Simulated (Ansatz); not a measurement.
## Quasiparticle gap of AlH3 (Fd-3m)

How far does one-shot GW move the LDA gap of AlH3 (Fd-3m)?

Program: Ansatz 0.2.0. Level of theory: LDA, then G0W0 on it, plane waves, PAW. Results are calculated unless marked as measured.

### Step 1. The starting structure

It takes space group Fd-3m (No. 227, cubic). Conventional cell: a = 8.979 Å, b = 8.979 Å, c = 8.979 Å, α = 90.00°, β = 90.00°, γ = 90.00°. Nearest to Al lie 6 H at 1.71 Å. Nearest to H lie 2 Al at 1.71 Å. Farther neighbours are not listed.

The cell and positions are those that the Materials Project relaxed with its own functionals (PBE, PBE+U or r2SCAN), kept fixed. At the settings of the band run the largest force is still 0.07 eV/Å. The default PAW set here is soft_2. Its files were made with PBE.

### Step 2. Bands along the symmetry lines

Levels along a band path and on the mesh show where this functional puts the band edges.

This step: DFT, LDA, plane waves, PAW.

input.yaml reads:

```yaml
crystal:
  lattice:
    - [0.0, 4.48935055, 4.48935055]
    - [4.48935055, 0.0, 4.48935055]
    - [4.48935055, 4.48935055, 0.0]
  atoms:
    - { symbol: Al, position: [0.625, 0.125, 0.125] }
    - { symbol: Al, position: [0.125, 0.625, 0.125] }
    - { symbol: Al, position: [0.125, 0.125, 0.625] }
    - { symbol: Al, position: [0.125, 0.125, 0.125] }
    - { symbol: H, position: [0.80509041, 0.80509041, 0.19490959] }
    - { symbol: H, position: [0.19490959, 0.19490959, 0.80509041] }
    - { symbol: H, position: [0.80509041, 0.19490959, 0.80509041] }
    - { symbol: H, position: [0.19490959, 0.80509041, 0.19490959] }
    - { symbol: H, position: [0.19490959, 0.80509041, 0.80509041] }
    - { symbol: H, position: [0.80509041, 0.19490959, 0.19490959] }
    - { symbol: H, position: [0.44490959, 0.44490959, 0.05509041] }
    - { symbol: H, position: [0.05509041, 0.05509041, 0.44490959] }
    - { symbol: H, position: [0.44490959, 0.05509041, 0.44490959] }
    - { symbol: H, position: [0.05509041, 0.44490959, 0.05509041] }
    - { symbol: H, position: [0.05509041, 0.44490959, 0.44490959] }
    - { symbol: H, position: [0.44490959, 0.05509041, 0.05509041] }
kpoints:
  mp_grid: { grid: [4, 4, 4] }
  band_path:
    path:
      - [[0.0, 0.0, 0.0], [0.5, 0.0, 0.5], [0.625, 0.25, 0.625]]
      - [[0.375, 0.375, 0.75], [0.0, 0.0, 0.0], [0.5, 0.5, 0.5], [0.5, 0.25, 0.75], [0.5, 0.0, 0.5]]
    npoints: 10
hamiltonian:
  xc: lda
scf:
  occupations: { method: fermi_dirac, width: 0.02 }
  n_extra_bands: 9
output:
  eigenvalues: true
  forces: true
  stress: true
  write_density: true
  write_potential: true
  elf: true
  volumetric_format: npy
```

Command:

```bash
$ ansatz run input.yaml --threads 3 --pin off --max-ram 92160MiB --backend cuda --events-out ev --progress --plain --runs-dir out --devices 1 --max-vram 13GiB
```

Numbers of over 12 decimals in the logs are rounded to 6 here.

Output:

```text
scf.n_extra_bands = 9 over 12 filled bands (N_el = 24.0): the run solves 21 bands
GPUs: using 1 of 1 available (devices: 1).
Engine: ansatz 0.2.0, x86_64-unknown-linux-gnu
Pseudopotentials: kind: paw
Pseudopotential: Al, paw, valence charge 3, recommended cutoff 420 eV (normal), Al.paw.azcp
Pseudopotential: H, paw, valence charge 1, recommended cutoff 420 eV (normal), H.paw.azcp
Functional definition: SPW92
  exchange = slater_x
  correlation = pw_c
device memory: the entry about to start is reckoned to put 2.8 GiB on a device that reports 57.3 GiB free (of which the cap on the GPU budget leaves the run 13.0 GiB)
GPU FFT provider: cuFFT
GPU libraries: cuBLAS 13.8.2, cuFFT 12.4.0, cuSOLVER 12.3.4
Crystal: 16 atoms, lattice volume = 180.959 Å³
Basis set: ecut = 420 eV, 3527 PW (Γ)
Bands: 21, of which v1, the nominal top of the filled ones, is band 12 counted from 1 (11 counted from 0)
Symmetry: 48 space group operations
Space group: Fd-3m (ITA 227), of the structure as read, at distance tolerance 5.7e-5 Å
k-points: 8 of 64
Non-local potential: Al, projectors of the file, l = 0: 2, l = 1: 2, l = 2: 1
Non-local potential: H, projectors of the file, l = 0: 2, l = 1: 1
PAW form: soft (Blöchl's): semilocal exchange-correlation on the pseudo side does not see the compensation charge
PAW frozen core: Al, regenerated for the run's functional, and the local potential with it (the file was generated under x = pbe(κ = 0.804, μ = 0.219515), c = pbe(β = 0.066725))
PAW one-centre angular grid: Al, 110 points (default); XC on 64 Gauss nodes
PAW one-centre angular grid: H, 110 points (default); XC on 64 Gauss nodes
Initial density: superposition of atomic densities (neutral atoms: chi_scale 0, normalization atom), corrected by the library's trained network
Initial wavefunctions: pseudopotential atomic-orbital guess
GPU buffer pool allocated for 91125 grid points (all kernels)
GPU transforms: local potential and band sums: pruned to the plane-wave sphere, on 45×45×45
Functional: x = slater, c = lda
SCF iter   1: F=—  HF=-2238.994296 eV  |F-HF|=—  |Δ(HF+E_count)|=         —  Δρ=1.18e-2  dr2=1.80e-1  ethr=1.77e-3  ⟨swp⟩=7.1  Hψ=1098  notcnv=0  defer=1
preconditioner: auto → none  [insulator: Δε(μ)=2.691 eV  Ē_g=9.219 eV  σ=0.020 eV  W_gap=1.00  n_scr=14 (ndim 8)  ℏωp=13.5 eV  f_vac=0.153  D(μ)=0.00/eV (n_scr^D=0)  ε∞_Penn≈3.2]
SCF iter   2: F=—  HF=-2238.936591 eV  |F-HF|=—  |Δ(HF+E_count)|=   5.77e-2  Δρ=3.78e-3  dr2=1.85e-2  ethr=7.50e-4  ⟨swp⟩=2.9  Hψ=348  notcnv=0  defer=19
SCF iter   3: F=—  HF=-2238.932088 eV  |F-HF|=—  |Δ(HF+E_count)|=   4.50e-3  Δρ=2.46e-4  dr2=8.98e-5  ethr=7.73e-5  ⟨swp⟩=3.2  Hψ=290  notcnv=0  defer=25
SCF iter   4: F=—  HF=-2238.932174 eV  |F-HF|=—  |Δ(HF+E_count)|=   8.56e-5  Δρ=6.67e-5  dr2=5.75e-6  ethr=3.74e-7  ⟨swp⟩=2.4  Hψ=227  notcnv=0  defer=25
iter 5 did not close the SCF: its close was put off for the readings that it lacked (scf_convergence_deferred on its scf_iter line)
SCF iter   5: F=-2238.932183 eV  HF=-2238.932183 eV  |F-HF|=3.82e-9  |Δ(HF+E_count)|=   9.19e-6  Δρ=3.66e-6  dr2=1.60e-8  ethr=2.40e-8  ⟨swp⟩=2.1  Hψ=218  notcnv=0  defer=25
SCF iter   6: F=-2238.932183 eV  HF=-2238.932183 eV  |F-HF|=1.55e-11  |Δ(HF+E_count)|=   1.09e-8  Δρ=2.82e-7  dr2=9.87e-11  ethr=6.68e-11  ⟨swp⟩=12.1  Hψ=1280  notcnv=0
SCF 1 converged in 6 iterations: F = -2238.932183 eV  dr2 = 9.87e-11
  greatest PAW one-centre occupation: 0.402 electrons in one spin orbital (limit 2), on the Al atom at site 3 (counted from 0), in its partial waves of l = 0
device memory: the entry about to start is reckoned to put 3.0 GiB on a device that reports 57.3 GiB free (of which the cap on the GPU budget leaves the run 13.0 GiB)
NSCF: frozen V_eff on 62 k-points, pencils in batches of 32, up to order 96
SCF converged after 6 iterations
Free energy (F): -2238.932183 eV
Harris-Foulkes:  -2238.932183 eV  (|F-HF|=1.55e-11)
Internal energy: -2238.932183 eV  (E = F + TS)
E sigma→0 (E₀):  -2238.932183 eV
Fermi energy:    1.265616 eV
--- Per-component energies (eV) ---
  E_band       = -98.833697
  E_kinetic    = 262.061551
  E_local      = -405.152317  (includes V_loc(G=0)·N_el)
  E_nonlocal   = 58.936666
  E_hartree    = 132.671455
  E_xc         = -263.935543
  E_vxc        = -256.465397  (∫ρ·V_xc dr)
  E_paw        = -1779.057652  (= ΣΔE_a)
  E_vpaw       = -23.541986  (= ΣTr[D̂ρ^β])
  E_aug_tail   = -0.015109  (compensation charges beyond the density's cutoff)
  E_ewald      = -244.664101
  E_core_change = 0.222866  (= ΣΔE_core)
  E_smearing   = -0.000000  (= −TS)
  E_closure    = 0.000000  (closes the sum)
  Σ components = -2238.932183   (vs F -2238.932183, Δ=0.00e0)
--- Forces (eV/Å), atoms counted from 1 ---
  atom   1  Al    -0.00000000     0.00000000    -0.00000000
  atom   2  Al     0.00000000    -0.00000000    -0.00000000
  atom   3  Al    -0.00000000     0.00000000     0.00000000
  atom   4  Al    -0.00000000     0.00000000     0.00000000
  atom   5  H      0.00000000    -0.00000000    -0.07168962
  atom   6  H     -0.00000000    -0.00000000     0.07168962
  atom   7  H     -0.00000000    -0.07168962     0.00000000
  atom   8  H      0.00000000     0.07168962     0.00000000
  atom   9  H     -0.07168962     0.00000000    -0.00000000
  atom  10  H      0.07168962    -0.00000000    -0.00000000
  atom  11  H      0.00000000     0.00000000     0.07168962
  atom  12  H     -0.00000000     0.00000000    -0.07168962
  atom  13  H      0.00000000     0.07168962    -0.00000000
  atom  14  H     -0.00000000    -0.07168962    -0.00000000
  atom  15  H      0.07168962    -0.00000000     0.00000000
  atom  16  H     -0.07168962     0.00000000     0.00000000
  max |Σ_I F_I| component: 1.39e-17 eV/Å
--- Stress (GPa, compression-positive) ---
        0.168098      -0.000000      -0.000000
        0.000000       0.168098       0.000000
       -0.000000      -0.000000       0.168098
  P = ⅓ Tr σ = 0.1681 GPa (1.681 kbar)
--- Band table (eV; the first three rows and the last of 8) ---
  k-point 0: bands = [... 8 lower, -3.7129, -3.7129, -0.1473, -0.1473, 2.9238, 4.3709, 4.3709, 4.3709, ... 5 higher]
  k-point 1: bands = [... 8 lower, -3.2479, -2.9487, -0.6356, -0.6356, 3.4887, 3.9614, 4.7897, 4.9395, ... 5 higher]
  k-point 2: bands = [... 8 lower, -2.3337, -1.9220, -1.5073, -1.5073, 3.0893, 3.8688, 4.8745, 4.8745, ... 5 higher]
  k-point 7: bands = [... 8 lower, -2.0786, -2.0786, -1.3258, -1.3258, 3.0357, 3.0357, 4.7453, 4.7453, ... 5 higher]
```

The job ended after 9 s (1 × NVIDIA H100 80GB HBM3 (shared by 6 runs) with 3 threads of AMD EPYC 7R13 (Zen 3), shared host; peak memory 0.93 GiB).

This step gave:

| Quantity | Value |
| --- | --- |
| pressure | 0.1681 GPa |
| filled bands | 12 |
| gap | 2.848 eV |
| valence top at | Γ |
| conduction bottom at | X |
| least direct gap | 3.071 eV |

Over mesh and path the gap is 2.848 eV, from k = Γ to k = (0.500, 0.000, 0.500). The least direct gap found is 3.071 eV, at k = Γ.

The electronic bands at the labelled points (eV, zero at the top of the highest nominally filled band):

```
    point  band 9  band 10  band 11  band 12  band 13  band 14  band 15  band 16
        Γ   -3.57    -3.57     0.00     0.00     3.07     4.52     4.52     4.52
  halfway   -2.98    -2.85    -0.85    -0.33     3.86     4.18     4.18     4.85
        X   -2.08    -2.08    -1.37    -1.37     2.85     2.85     5.52     5.52
  halfway   -2.29    -1.79    -1.43    -1.22     2.90     2.96     5.16     5.56
        U   -2.48    -1.57    -1.45    -1.07     3.07     3.26     4.67     5.06
jump to K   -2.48    -1.57    -1.45    -1.07     3.07     3.26     4.67     5.06
  halfway   -3.18    -2.25    -0.89    -0.48     3.92     4.24     4.30     4.86
        Γ   -3.57    -3.57     0.00     0.00     3.07     4.52     4.52     4.52
  halfway   -3.10    -2.80    -0.49    -0.49     3.64     4.11     4.94     5.09
        L   -2.19    -1.77    -1.36    -1.36     3.24     4.02     5.02     5.02
  halfway   -2.36    -1.57    -1.31    -1.19     3.30     3.87     4.47     4.68
        W   -1.93    -1.93    -1.18    -1.18     3.18     3.18     4.89     4.89
  halfway   -1.96    -1.96    -1.26    -1.26     3.00     3.00     5.20     5.20
        X   -2.08    -2.08    -1.37    -1.37     2.85     2.85     5.52     5.52
```

ELF in the ac plane at fractional y = 0.055, with atoms of H within 0.2 Å of it. It is the smooth field of the valence electrons, not physical close to the nuclei.

Ten even steps from '0' (0.02 × 1e-1) to '9' (9.99 × 1e-1), each cell a mean:
```
014653379984246520
125786225873157862
224788511331148885
312578730000026876
200245420000002454
100012210000000112
420003432000000134
874027887510000378
998428999950000389
999736999972000159
999942799983123127
799841379984247523
368731126873258863
211223443220147885
200027897400025776
210018999840002454
111016999972001221
012223799984123210
```
Columns run along a (6.3 Å), rows up along c (6.3 Å). Atoms in or near the plane, at fractional coordinates: H at (0.06, 0.44), H at (0.44, 0.44), H at (0.44, 0.06).

Electrostatic potential energy in the ac plane at fractional y = 0.055, with atoms of H within 0.2 Å of it. With pseudopotentials it is smooth inside the atoms' cores, unlike the true potential.

Ten even steps from '0' (-19 eV) to '9' (6 eV), each cell a mean:
```
888767887788767788
888888899999888888
667888999999998887
423578999999999887
200158999999999986
212115899999999987
512203799999999998
631102679999999998
244224535999999997
004766610599999997
413888851379999998
655789886567899988
423578986423588887
200157886200157886
212115787212115887
512203534412203788
741102510431102688
875224640265224688
```
Columns run along a (6.3 Å; values clipped at the 3rd and 97th percentile), rows up along c (6.3 Å). Atoms in or near the plane, at fractional coordinates: H at (0.06, 0.44), H at (0.44, 0.44), H at (0.44, 0.06).

(Part 1 of 2 ends here.)

[Paths, hosts, dates, memory and timing lines, banners, echoed tables and standing remarks are left out of the program output.]

[Logs are printed without paths, hosts, clocks, repeated set-up lines and the standing remarks that a program may print on its own settings, such as how far it seeks lower states.]

[Runs of the session that timed out or met a known fault of the program may be left out.]

[Cells called generated may have been cut or substituted from an entry of the Crystallography Open Database or the Materials Project.]

[Hosts, paths, dates, database ids (printed as entryN), source tags and the programs' standing remarks are cut or masked in the printed files.]

[Where an RPA ε∞ is given, it is that of the G0W0 mesh and is not shown converged in it. Names of k-points follow the symmetry that the program found, which can be lower than the space group named. Band edges on a path are those of the sampled points; other points can move an edge, and change direct to indirect where valleys lie close.]

[Hybrid gaps are those of their k-mesh and are not shown converged in it.]
